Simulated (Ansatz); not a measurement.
# BiB (model cell, started as layered BN type): a soft mode frozen in

Wanted: the energy along a soft mode of BiB (model cell, started as layered BN type) and the structure at the end.

Method: DFT LDA, scalar-relativistic, plane waves, PAW, in Ansatz 0.2.0.

The structure was built from a prototype and need not be the compound's stable phase.

### Step 1. Set-up

It takes space group P6_3/mmc (No. 194, hexagonal). Conventional cell: a = 4.162 Å, b = 4.162 Å, c = 5.333 Å, α = 90.00°, β = 90.00°, γ = 120.00°. Nearest to B lie 5 Bi at 2.40 to 2.67 Å. Bi has 5 B at 2.40 to 2.67 Å nearest. Farther neighbours, and contacts between anions beyond the nearest, are not listed.

### Step 2. Phonons on a q mesh

Stability and thermal properties need the whole zone. Linear response on a 3×3×2 q mesh gives force constants as far as a supercell of that size would.

input.yaml

```yaml
crystal:
  lattice:
    - [4.1624801381, -2.9003e-06, 0.0]
    - [-2.0812375574, 3.6048149925, 0.0]
    - [0.0, 0.0, 5.3326373303]
  atoms:
    - { symbol: B, position: [0.3333333333, 0.6666666667, 0.25] }
    - { symbol: B, position: [0.6666666667, 0.3333333333, 0.75] }
    - { symbol: Bi, position: [0.6666666667, 0.3333333333, 0.25] }
    - { symbol: Bi, position: [0.3333333333, 0.6666666667, 0.75] }
kpoints:
  mp_grid: { grid: [12, 12, 8] }
hamiltonian:
  xc: lda
scf:
  occupations: { method: methfessel_paxton, width: 0.2 }
output:
  eigenvalues: true
phonons:
  method: dfpt
  qmesh: [3, 3, 2]
  temperatures: { t_max: 1000, t_step: 50 }
  qpath:
    path:
      - [[0.0, 0.0, 0.0], [0.5, 0.0, 0.0], [0.33333333, 0.33333333, 0.0], [0.0, 0.0, 0.0], [0.0, 0.0, 0.5], [0.5, 0.0, 0.5], [0.33333333, 0.33333333, 0.5], [0.0, 0.0, 0.5]]
      - [[0.5, 0.0, 0.5], [0.5, 0.0, 0.0]]
      - [[0.33333333, 0.33333333, 0.5], [0.33333333, 0.33333333, 0.0]]
    npoints: 10
```

Command:

```sh
$ ansatz run input.yaml --threads 4 --pin off --max-ram 7168MiB --backend cpu --events-out ev --progress --plain --runs-dir out
```

Standard output:

```text
Warning: phonons: the dynamical matrix that this run interpolates holds no multipole term above the dipole-dipole one, and a site of this crystal is no centre of inversion, so its interpolated transverse optical and acoustic branches and sound speeds can stay off near Gamma, and the density of states and the thermodynamics with them. What a run solves at a wave vector of phonons.qpoints, Gamma apart, where the deck admits one, is free of this, and under fd what a larger phonons.supercell samples
Engine: ansatz 0.2.0, x86_64-unknown-linux-gnu
Pseudopotentials: kind: paw
Pseudopotential: B, paw, valence charge 3, recommended cutoff 420 eV (normal), B.paw.azcp
Pseudopotential: Bi, paw, valence charge 15, recommended cutoff 420 eV (normal), Bi.paw.azcp
Functional definition: SPW92
  exchange = slater_x
  correlation = pw_c
Crystal: 4 atoms, lattice volume = 80.016 Å³
Basis set: ecut = 420 eV, 1559 PW (Γ), exchange–correlation on 60×60×72 points (8 copies of the dense FFT grid, shifted against one another)
Bands: 22, of which v1, the nominal top of the filled ones, is band 18 counted from 1 (17 counted from 0)
Symmetry: 24 space group operations
k-points: 95 of 1152
Non-local potential: B, projectors of the file, l = 0: 2, l = 1: 2, l = 2: 1
Non-local potential: Bi, projectors of the file, l = 0: 2, l = 1: 2, l = 2: 2, l = 3: 2
PAW form: soft (Blöchl's): semilocal exchange-correlation on the pseudo side does not see the compensation charge
PAW frozen core: B, regenerated for the run's functional, and the local potential with it (the file was generated under x = pbe(κ = 0.804, μ = 0.219515), c = pbe(β = 0.066725))
PAW frozen core: Bi, regenerated for the run's functional, and the local potential with it (the file was generated under x = pbe(κ = 0.804, μ = 0.219515), c = pbe(β = 0.066725))
PAW one-centre angular grid: B, 110 points (default); XC on 64 Gauss nodes
PAW one-centre angular grid: Bi, 590 points (default); XC on 64 Gauss nodes
Initial density: superposition of atomic densities (neutral atoms: chi_scale 0, normalization atom), corrected by the library's trained network
Initial wavefunctions: pseudopotential atomic-orbital guess
Functional: x = slater, c = lda
SCF iter   1: F=—  HF=-24466.469335 eV  |F-HF|=—  |Δ(HF+E_count)|=         —  Δρ=7.19e-3  dr2=5.85e-2  ethr=1.77e-3  ⟨swp⟩=5.1  Hψ=9639  notcnv=0
preconditioner: auto → LDOS  [metal: Δε(μ)=0.031 eV  Ē_g=17.772 eV  σ=0.200 eV  W_gap=0.13  n_scr=22 (ndim 8)  ℏωp=24.9 eV  f_vac=0.018  D(μ)=1.63/eV (n_scr^D=8)  β→1.0]
SCF iter   2: F=—  HF=-24466.452126 eV  |F-HF|=—  |Δ(HF+E_count)|=   1.72e-2  S|Δr|=    0.00e0  Δρ=1.45e-3  dr2=8.36e-4  ethr=1.62e-4  ⟨swp⟩=2.1  Hψ=3245  notcnv=0
SCF iter   3: F=—  HF=-24466.452113 eV  |F-HF|=—  |Δ(HF+E_count)|=   1.33e-5  S|Δr|=    0.00e0  Δρ=5.11e-4  dr2=1.60e-4  ethr=2.32e-6  ⟨swp⟩=2.0  Hψ=3799  notcnv=0
SCF iter   4: F=—  HF=-24466.452034 eV  |F-HF|=—  |Δ(HF+E_count)|=   7.91e-5  S|Δr|=    0.00e0  Δρ=1.14e-4  dr2=1.17e-5  ethr=4.44e-7  ⟨swp⟩=2.1  Hψ=3532  notcnv=0
SCF iter   5: F=—  HF=-24466.452012 eV  |F-HF|=—  |Δ(HF+E_count)|=   2.14e-5  S|Δr|=    0.00e0  Δρ=2.75e-5  dr2=6.62e-7  ethr=3.25e-8  ⟨swp⟩=2.0  Hψ=2648  notcnv=0
SCF iter   6: F=—  HF=-24466.452025 eV  |F-HF|=—  |Δ(HF+E_count)|=   1.27e-5  S|Δr|=    0.00e0  Δρ=2.94e-6  dr2=6.57e-9  ethr=1.84e-9  ⟨swp⟩=2.0  Hψ=2858  notcnv=0
SCF iter   7: F=—  HF=-24466.452025 eV  |F-HF|=—  |Δ(HF+E_count)|=  4.37e-11  S|Δr|=    0.00e0  Δρ=3.63e-7  dr2=8.72e-11  ethr=1.82e-11  ⟨swp⟩=2.1  Hψ=3846  notcnv=0
SCF iter   8: F=-24466.452025 eV  HF=-24466.452025 eV  |F-HF|=3.64e-12  |Δ(HF+E_count)|=  1.75e-10  S|Δr|=    0.00e0  Δρ=6.82e-8  dr2=2.27e-12  ethr=1.00e-12  ⟨swp⟩=6.6  Hψ=11415  notcnv=0
SCF 1 converged in 8 iterations: F = -24466.452025 eV  dr2 = 2.27e-12
  greatest PAW one-centre occupation: 0.988 electrons in one spin orbital (limit 2), on the Bi atom at site 3 (counted from 0), in its partial waves of l = 2
Initial density: read from a saved state, or passed on in memory by an earlier SCF of this step, an earlier step, the calling program or the single point that the run made first
iter 1 solved again at ethr=4.02e-8 eV; its pass at ethr=3.10e-3 eV (dr2=1.45e-5 eV) is discarded
SCF iter   1: F=—  HF=-24466.452029 eV  |F-HF|=—  |Δ(HF+E_count)|=         —  Δρ=5.85e-7  dr2=2.46e-10  ethr=4.02e-8  ⟨swp⟩=3.6  Hψ=16478  notcnv=0
eigensolver tolerance schedule: the retry pair's looser diagonalisation over-reported the residual by 58788.52 of it (diagonalisation noise at 3.21 of the residual, at the tolerance the schedule requests for it); recorded, not acted on — ethr = c·dr2/N_el stays at c = 1.0e-1
preconditioner: auto → LDOS  [metal: Δε(μ)=0.015 eV  Ē_g=17.724 eV  σ=0.200 eV  W_gap=0.06  n_scr=22 (ndim 8)  ℏωp=24.9 eV  f_vac=0.012  D(μ)=1.64/eV (n_scr^D=8)  β→1.0]
SCF iter   2: F=—  HF=-24466.452025 eV  |F-HF|=—  |Δ(HF+E_count)|=   3.56e-6  S|Δr|=    0.00e0  Δρ=8.04e-7  dr2=3.77e-10  ethr=1.00e-12  ⟨swp⟩=4.1  Hψ=6715  notcnv=0
SCF iter   3: F=—  HF=-24466.452025 eV  |F-HF|=—  |Δ(HF+E_count)|=  1.42e-10  S|Δr|=    0.00e0  Δρ=3.27e-7  dr2=8.42e-11  ethr=1.00e-12  ⟨swp⟩=2.9  Hψ=4460  notcnv=0
SCF iter   4: F=—  HF=-24466.452025 eV  |F-HF|=—  |Δ(HF+E_count)|=  1.82e-11  S|Δr|=    0.00e0  Δρ=2.45e-7  dr2=4.23e-11  ethr=1.00e-12  ⟨swp⟩=1.0  Hψ=2090  notcnv=0
SCF iter   5: F=-24466.452025 eV  HF=-24466.452025 eV  |F-HF|=3.64e-12  |Δ(HF+E_count)|=  7.28e-12  S|Δr|=    0.00e0  Δρ=1.06e-7  dr2=8.26e-12  ethr=1.00e-12  ⟨swp⟩=2.0  Hψ=4937  notcnv=0
SCF 2 converged in 5 iterations: F = -24466.452025 eV  dr2 = 8.26e-12
phonons: the bands overlap, so this run is a metal and interpolates without the dipole-dipole term. If the crystal is really an insulator or semiconductor, its LO-TO splitting is missing
NSCF: frozen V_eff on 95 k-points
NSCF: frozen V_eff on 370 k-points
DFPT response loops at q = (0, 0, 0) (fractional): preconditioner auto → Kerker (q_TF=auto, 2.388 Å⁻¹) (partly filled bands, converged f_vac=0.012); β = 1.00, the filter's whole step (`scf.mixing.beta` (0.50) is not read by the response loops under this deck's `scf.mixing.preconditioner`; to damp them name `kerker` or `kerker_dos`, under which they read `scf.mixing.beta`, and type it under 1.00, their step now; both keys bind the ground state too); Broyden in place of MSR1
NSCF: frozen V_eff on 740 k-points
DFPT response loops at q = (0, 0, -0.5) (fractional): mixed as the last ones told, above
NSCF: frozen V_eff on 1440 k-points
DFPT response loops at q = (0, 0.333333, 0) (fractional): mixed as the last ones told, above
NSCF: frozen V_eff on 1440 k-points
DFPT response loops at q = (0, 0.333333, -0.5) (fractional): mixed as the last ones told, above
NSCF: frozen V_eff on 1440 k-points
DFPT response loops at q = (0.333333, 0.333333, 0) (fractional): mixed as the last ones told, above
NSCF: frozen V_eff on 1440 k-points
DFPT response loops at q = (0.333333, 0.333333, -0.5) (fractional): mixed as the last ones told, above
SCF converged after 8 iterations
Stability not checked: this state was not tested for a lower state beside it, because cold or Methfessel-Paxton smearing, or corrected tetrahedra, fill the levels in a way that the test cannot read (fill_not_monotonic; see scf.lower_state_search)
Free energy (F): -24466.452025 eV
Harris-Foulkes:  -24466.452025 eV  (|F-HF|=3.64e-12)
Internal energy: -24466.453569 eV  (E = F + TS)
E sigma→0 (E₀):  -24466.452411 eV
Entropy (-TS):   0.001544 eV (0.386 meV/atom)
Fermi energy:    10.358807 eV
--- Per-component energies (eV) ---
  E_band       = -170.839781
  E_kinetic    = 695.927446
  E_local      = -3072.875004  (includes V_loc(G=0)·N_el)
  E_nonlocal   = 1156.144142
  E_hartree    = 999.228639
  E_xc         = -361.443068
  E_vxc        = -361.145241  (∫ρ·V_xc dr)
  E_paw        = -20853.168483  (= ΣΔE_a)
  E_vpaw       = -587.347325  (= ΣTr[D̂ρ^β])
  E_aug_tail   = -0.001070  (compensation charges beyond the density's cutoff)
  E_ewald      = -3030.348070
  E_core_change = 0.081899  (= ΣΔE_core)
  E_smearing   = 0.001544  (= −TS)
  E_closure    = 0.000000  (closes the sum)
  Σ components = -24466.452025   (vs F -24466.452025, Δ=0.00e0)
--- Band table (eV; the first three rows and the last of 95) ---
  k-point 0: bands = [... 14 lower, 7.7741, 7.7741, 10.3778, 10.3778, 10.8010, 11.1391, 12.4827, 12.4827]
  k-point 1: bands = [... 14 lower, 7.8502, 7.8502, 9.9679, 10.2444, 10.2444, 12.0360, 12.5391, 12.5391]
  k-point 2: bands = [... 14 lower, 8.0733, 8.0733, 9.1053, 9.8840, 9.8840, 12.6723, 12.7266, 12.7266]
  k-point 94: bands = [... 14 lower, 5.8673, 5.8673, 11.4893, 11.4893, 12.5282, 12.5282, 13.8387, 13.8387]
--- Phonons (Γ-DFPT): 4 representative perturbations + reference (Σ response iterations 12) ---
  ASR residual: 5.069e-5 → 0.000e0 eV/Å²; symmetrization residual: 4.050e-6 eV/Å²
  ASR residual per site (eV/Å²): 7.87e-6 7.87e-6 5.07e-5 5.07e-5
  Γ frequencies (cm⁻¹): -135.13 -90.36 0.00 0.00 0.00 76.02 76.02 144.45 459.60 459.60 475.55 475.55
--- Phonons (arbitrary-q DFPT): 6 irreducible q on the 3×3×2 mesh ---
  q = [0.0000, 0.0000, 0.0000] (star 1, of the zone-centre solve; hermiticity 8.71e-7, symmetrization 3.02e-8): -135.13 -90.36 -0.00 0.00 0.00 76.02 76.02 144.45 459.60 459.60 475.55 475.55
  q = [0.0000, 0.0000, -0.5000] (star 1, 4 solved perturbations in 930 linear systems a pass and spin channel, the states on 370 of 1152 k-point pairs; hermiticity 7.81e-7, symmetrization 7.81e-8): 50.02 50.02 50.02 50.02 69.82 69.82 278.31 278.31 466.70 466.70 466.70 466.70
  q = [0.0000, 0.3333, 0.0000] (star 6, 6 solved perturbations in 3660 linear systems a pass and spin channel, the states on 720 of 1152 k-point pairs; hermiticity 9.13e-7, symmetrization 5.75e-8): -112.24 -63.42 29.11 74.85 85.08 86.41 102.52 143.34 409.08 415.22 448.68 449.25
  q = [0.0000, 0.3333, -0.5000] (star 6, 6 solved perturbations in 3660 linear systems a pass and spin channel, the states on 720 of 1152 k-point pairs; hermiticity 6.92e-7, symmetrization 4.09e-7): 46.29 46.29 63.21 63.21 104.22 104.22 213.24 213.24 429.82 429.82 439.87 439.87
  q = [0.3333, 0.3333, 0.0000] (star 2, 4 solved perturbations in 1750 linear systems a pass and spin channel, the states on 720 of 1152 k-point pairs; hermiticity 1.03e-6, symmetrization 5.12e-8): -114.68 -114.68 60.40 96.50 96.50 106.22 113.04 113.04 382.26 382.26 415.60 442.84
  q = [0.3333, 0.3333, -0.5000] (star 2, 4 solved perturbations in 1750 linear systems a pass and spin channel, the states on 720 of 1152 k-point pairs; hermiticity 3.75e-7, symmetrization 3.79e-8): 34.51 34.51 89.56 89.56 109.62 109.62 167.46 167.46 405.58 405.58 440.51 440.51
  sum rule: each row above includes the acoustic sum rule's correction from the zone centre's row sums; it moved no ω² by more than (0.44 cm⁻¹)²
  mesh force constants: q→R imaginary residual 1.30e-16; ASR residual 5.069e-5 → 0.000e0 eV/Å²; symmetrization residual 7.105e-15 eV/Å²
  interpolated dispersion: 93 rows × 12 modes
  density of states and harmonic sums: on the 18×18×12 q-mesh, interpolated from the force constants of a 3×3×2 supercell (no non-analytic term)
  largest difference from the sums on the solved wave vectors: F 4.73e-2 eV, S 5.88e-5 and C_V 1.31e-5 eV/K
  zero-point energy: 0.149044 eV/cell   skipped modes (ω ≤ 0): 266, of them read as no rigid motion or as one in doubt: 263 (1.031e0 modes/cell left out, lowest -135.13 cm⁻¹)   left out of the sums: 8.60e-2 of the cell's modes: C_V's classical limit lies that fraction below 3 k_B per atom; for a crystal, a wire or a layer, F and S can be off by more, and a phonons.interpolated_qmesh denser along its periods is the remedy for the sampling
```

Elapsed: 4.7 min, on 4 threads of Intel Xeon 6975P-C (Granite Rapids), shared host; peak memory 3.6 GiB.

Reading the cycles: dr2 is the Hartree energy of the density residual (eV), the measure of convergence; HF is the Harris–Foulkes estimate of the energy, which meets the free energy F at convergence.

This step gave:

* volume per atom: 20.00 Å³
* gap on the k-mesh: 0 eV
* sum-rule residual before enforcement: 5.07e-5 eV/Å²
* lowest frequency on the path: -135.1 cm⁻¹
* point group: 6/mmm
* highest frequency on path, mesh or solved points: 475.6 cm⁻¹
* highest optical mode at the zone centre (no LO-TO term): 475.6 cm⁻¹
* lowest optical zone-centre mode: -135.1 cm⁻¹
* lowest mode on the q mesh (acoustic modes at Γ apart): -135.1 cm⁻¹

Frequencies (cm⁻¹) solved at each irreducible wavevector; negative means imaginary. Frequencies by wavevector, by row:

| q in reciprocal lattice units | star | mode 1 | mode 2 | mode 3 | mode 4 | mode 10 | mode 11 | mode 12 |
| --- | --- | --- | --- | --- | --- | --- | --- | --- |
| 0 0 0 | 1 | -135.1 | -90.4 | 0 | 0 | 459.6 | 475.6 | 475.6 |
| 0 0 -0.5 | 1 | 50 | 50 | 50 | 50 | 466.7 | 466.7 | 466.7 |
| 0 0.3333 0 | 6 | -112.2 | -63.4 | 29.1 | 74.8 | 415.2 | 448.7 | 449.2 |
| 0 0.3333 -0.5 | 6 | 46.3 | 46.3 | 63.2 | 63.2 | 429.8 | 439.9 | 439.9 |
| 0.3333 0.3333 0 | 2 | -114.7 | -114.7 | 60.4 | 96.5 | 382.3 | 415.6 | 442.8 |
| 0.3333 0.3333 -0.5 | 2 | 34.5 | 34.5 | 89.6 | 89.6 | 405.6 | 440.5 | 440.5 |

Interpolated from a 3×3×2 q mesh. The phonon branches at the labelled points (cm⁻¹):

| point | branch 1 | branch 2 | branch 3 | branch 4 | branch 9 | branch 10 | branch 11 | branch 12 |
| --- | --- | --- | --- | --- | --- | --- | --- | --- |
| Γ | -135 | -90 | 0 | 0 | 460 | 460 | 476 | 476 |
| halfway | -118 | -61 | 30 | 55 | 426 | 428 | 461 | 461 |
| M | -100 | -86 | 20 | 82 | 392 | 404 | 434 | 434 |
| halfway | -106 | -103 | 43 | 88 | 382 | 408 | 412 | 444 |
| K | -115 | -115 | 60 | 96 | 382 | 382 | 416 | 443 |
| halfway | -116 | -64 | 39 | 64 | 416 | 424 | 447 | 462 |
| Γ | -135 | -90 | 0 | 0 | 460 | 460 | 476 | 476 |
| halfway | 24 | 25 | 25 | 67 | 462 | 462 | 473 | 473 |
| A | 50 | 50 | 50 | 50 | 467 | 467 | 467 | 467 |
| halfway | 49 | 49 | 61 | 61 | 442 | 442 | 449 | 449 |
| L | 44 | 44 | 62 | 62 | 419 | 419 | 431 | 431 |
| halfway | 38 | 38 | 76 | 76 | 411 | 411 | 437 | 437 |
| H | 34 | 34 | 90 | 90 | 406 | 406 | 440 | 440 |
| halfway | 46 | 46 | 67 | 67 | 434 | 434 | 447 | 447 |
| A | 50 | 50 | 50 | 50 | 467 | 467 | 467 | 467 |
| jump to L | 44 | 44 | 62 | 62 | 419 | 419 | 431 | 431 |
| halfway | -31 | -16 | 39 | 77 | 407 | 408 | 430 | 436 |
| M | -100 | -86 | 20 | 82 | 392 | 404 | 434 | 434 |
| jump to H | 34 | 34 | 90 | 90 | 406 | 406 | 440 | 440 |
| halfway | -53 | -53 | 71 | 101 | 394 | 394 | 425 | 444 |
| K | -115 | -115 | 60 | 96 | 382 | 382 | 416 | 443 |

Symmetry leaves 6 wavevectors to solve. The lowest mode among them, the acoustic zeros apart, lies at Γ and is imaginary, 135.1i cm⁻¹, so the energy falls along it.

### Step 3. The mode frozen in, largest atomic shift 0 Å

The mode followed lies at q = (0.333, 0.333, 0) with frequency 114.7i cm⁻¹ and is 2-fold degenerate, one of the unstable modes though not the softest. At small amplitude the pattern taken leaves space group no. 150 by a symmetry search on the positions. The undistorted cell that holds it gives the zero of energy on the same k mesh.

System of this step: BiB (model cell, started as layered BN type). The structure is hexagonal, space group P6_3/mmc (No. 194). The conventional cell has a = 4.162 Å, b = 4.162 Å, c = 5.333 Å, α = 90.00°, β = 90.00°, γ = 120.00°. B has 5 Bi at 2.40 to 2.67 Å nearest. Nearest to Bi lie 5 B at 2.40 to 2.67 Å. Farther neighbours, and contacts between anions beyond the nearest, are not listed.

input.yaml

```yaml
crystal:
  lattice:
    - [0.0, 0.0, 5.3326373303]
    - [6.2437176955, -3.6048178928, 0.0]
    - [6.2437227189, 3.604809192, 0.0]
  atoms:
    - { symbol: B, position: [0.25, 0.6666666667, 0.3333333333] }
    - { symbol: B, position: [0.25, 0.0, 0.6666666667] }
    - { symbol: B, position: [0.25, 0.3333333333, 1.0] }
    - { symbol: B, position: [0.75, 0.0, 0.3333333333] }
    - { symbol: B, position: [0.75, 0.3333333333, 0.6666666667] }
    - { symbol: B, position: [0.75, 0.6666666667, 0.0] }
    - { symbol: Bi, position: [0.25, 0.0, 0.3333333333] }
    - { symbol: Bi, position: [0.25, 0.3333333333, 0.6666666667] }
    - { symbol: Bi, position: [0.25, 0.6666666667, 0.0] }
    - { symbol: Bi, position: [0.75, 0.6666666667, 0.3333333333] }
    - { symbol: Bi, position: [0.75, 0.0, 0.6666666667] }
    - { symbol: Bi, position: [0.75, 0.3333333333, 1.0] }
kpoints:
  mp_grid: { grid: [8, 6, 6] }
hamiltonian:
  xc: lda
scf:
  occupations: { method: methfessel_paxton, width: 0.2 }
output:
  forces: true
  stress: true
  eigenvalues: true
```

Standard output:

```text
[...]
Crystal: 12 atoms, lattice volume = 240.048 Å³
Basis set: ecut = 420 eV, 4649 PW (Γ)
Bands: 66, of which v1, the nominal top of the filled ones, is band 54 counted from 1 (53 counted from 0)
Symmetry: 72 space group operations
[...]
k-points: 35 of 288
[...]
k-point 0: bands = [... 50 lower, 7.7747, 7.7747, 10.3787, 10.3787, 10.8006, 11.1396, 12.4830, 12.4830, ... 8 higher]
  k-point 1: bands = [... 50 lower, 7.9686, 8.7389, 9.3167, 10.2027, 10.6009, 11.5572, 11.8985, 12.0129, ... 8 higher]
  k-point 2: bands = [... 50 lower, 8.4632, 8.5919, 9.6758, 9.7399, 10.0259, 10.0528, 11.2082, 12.0913, ... 8 higher]
  k-point 34: bands = [... 50 lower, 10.2820, 10.2820, 10.2820, 10.2820, 10.7159, 10.7159, 10.7159, 10.7159, ... 8 higher]
[key lines of the parts left out:]
SCF converged after 6 iterations
Free energy (F): -73399.334856 eV
Fermi energy:    10.351551 eV
P = ⅓ Tr σ = 0.0171 GPa (0.171 kbar)
```

Elapsed: 3.9 s, on 4 threads; peak memory 1.1 GiB; 15 s of CPU time.

Numbers from this step:

- pressure: 0.01712 GPa
- energy from the undistorted cell: 0 meV/atom

The run ends at a pressure of 0.02 GPa.

### Step 4. The mode frozen in, largest atomic shift 0.14 Å

The atoms are moved along the unstable eigenvector, the largest shift by 0.14 Å, with the cell fixed.

input.yaml

```yaml
crystal:
  lattice:
    - [0.0, 0.0, 5.3326373303]
    - [6.2437176955, -3.6048178928, 0.0]
    - [6.2437227189, 3.604809192, 0.0]
  atoms:
    - { symbol: B, position: [0.2500000033, 0.6666666667, 0.3333333333] }
    - { symbol: B, position: [0.25, 0.0, 0.6666666667] }
    - { symbol: B, position: [0.2499999967, 0.3333333333, 1.0] }
    - { symbol: B, position: [0.7762534261, 0.0, 0.3333333333] }
    - { symbol: B, position: [0.7500003175, 0.3333333333, 0.6666666667] }
    - { symbol: B, position: [0.7237472088, 0.6666666667, 0.0] }
    - { symbol: Bi, position: [0.2453625474, 0.0, 0.3333333333] }
    - { symbol: Bi, position: [0.2499999439, 0.3333333333, 0.6666666667] }
    - { symbol: Bi, position: [0.2546373404, 0.6666666667, 0.0] }
    - { symbol: Bi, position: [0.7500000184, 0.6666666667, 0.3333333333] }
    - { symbol: Bi, position: [0.75, 0.0, 0.6666666667] }
    - { symbol: Bi, position: [0.7499999816, 0.3333333333, 1.0] }
kpoints:
  mp_grid: { grid: [8, 6, 6] }
hamiltonian:
  xc: lda
scf:
  occupations: { method: methfessel_paxton, width: 0.2 }
output:
  forces: true
  stress: true
  eigenvalues: true
```

Standard output:

```text
[...]
k-point 0: bands = [... 50 lower, 7.7858, 7.7858, 10.3977, 10.3977, 10.7722, 11.1453, 12.4642, 12.4642, ... 8 higher]
  k-point 1: bands = [... 50 lower, 7.9926, 8.7798, 9.3341, 10.2224, 10.5621, 11.5598, 11.8932, 12.0073, ... 8 higher]
  k-point 2: bands = [... 50 lower, 8.4577, 8.6214, 9.7021, 9.7622, 9.9010, 10.1511, 11.2183, 12.0771, ... 8 higher]
  k-point 43: bands = [... 50 lower, 10.2728, 10.2886, 10.3546, 10.3546, 10.5755, 10.5755, 10.7034, 10.7046, ... 8 higher]
[key lines of the parts left out:]
SCF converged after 7 iterations
Free energy (F): -73399.342309 eV
Fermi energy:    10.351152 eV
P = ⅓ Tr σ = 0.1946 GPa (1.946 kbar)
```

Elapsed: 6.6 s, on 4 threads; peak memory 1 GiB.

This step gave:

```yaml
pressure: 0.1946 GPa
energy_from_the_undistorted_cell: -0.612 meV/atom
```

The energy, extrapolated to zero smearing, is -0.61 meV/atom against the undistorted cell.

The run ends at a pressure of 0.19 GPa, with forces up to 0.15 eV/Å.

(Continued in part 2 of 2.)

[Long decimals in the printed logs are rounded to 6 places.]

[Logs are printed without paths, hosts, clocks, repeated set-up lines and the standing remarks that a program may print on its own settings, such as how far it seeks lower states.]

[Hosts, paths, dates, database ids (printed as entryN), source tags and the programs' standing remarks are cut or masked in the printed files.]

[Where the starting crystal was built by hand or by swapping elements, it need not be the compound's stable phase.]
